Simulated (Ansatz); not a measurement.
# Surface energy of W against broken bonds

Calculated with Ansatz 0.2.0: Kohn-Sham DFT, PBE, PAW (set soft_2), plane waves; cutoff 420 eV, fermi-dirac smearing of 0.1 eV; level PBE, denser mesh. Slabs were relaxed with PBE at fixed cell edges. The surface energy is the slab's free energy less that of as many bulk atoms, over twice the area. Neighbours are counted within 3.31 Å in the slab as cut, where a bulk atom has 14.

```
missing neighbours (per Å²)  surface energy (J/m²)    face
                     0.5576                  3.241  W(110)
                     0.5915                  3.976  W(100)
                     0.6172                  3.705  W(210)
                     0.6235                      ?       ?
                     0.6323                  3.517  W(321)
                     0.6439                  3.454  W(211)
                     0.6539                  3.665  W(311)
                     0.6572                  3.597  W(221)
```

Task: Fit a straight line to the rows given and interpolate to the withheld row.

**Working.**

In a broken-bond picture the surface energy v is a line in u, the number of missing neighbours per area.

```
u (per Å²)  v (J/m²)
  0.557643    3.2409
  0.591470    3.9763
  0.617197    3.7047
  0.632307    3.5174
  0.643911    3.4541
  0.653894    3.6649
  0.657187    3.5972
```

With n = 7: mean u = 0.621944, mean v = 3.59364, Σ(u − ū)² = 0.0079386, Σ(u − ū)(v − v̄) = 0.0090397. Slope b = 0.0090397 / 0.0079386 = 1.1387; intercept a = v̄ − b ū = 2.8854.

At u = 0.6235, v = a + b u.

Prediction at 0.6235: 3.595 J/m². The run gave 3.737 J/m², so the fit is low by 0.14 J/m² (3.8 % of the value).

The withheld face is W(310). The slope is worth 0.071 eV a missing neighbour; a pure pair model would have no intercept, and this fit has 2.9 J/m². The count doesn't put all faces in the order of their energies. Over all rows the correlation is only 0.18, so this form doesn't describe them, and slope and intercept mean little. Among the rows given, the largest miss of the fit is at 0.5915, by 0.42 J/m² (57 % of the range of the table).

Limits: Thin slabs, unlike meshes and one lattice constant for all functionals.

[Logs are printed without paths, hosts, clocks, repeated set-up lines and the standing remarks that a program may print on its own settings, such as how far it seeks lower states.]

[Hosts, paths, dates, database ids (printed as entryN), source tags and the programs' standing remarks are cut or masked in the printed files.]
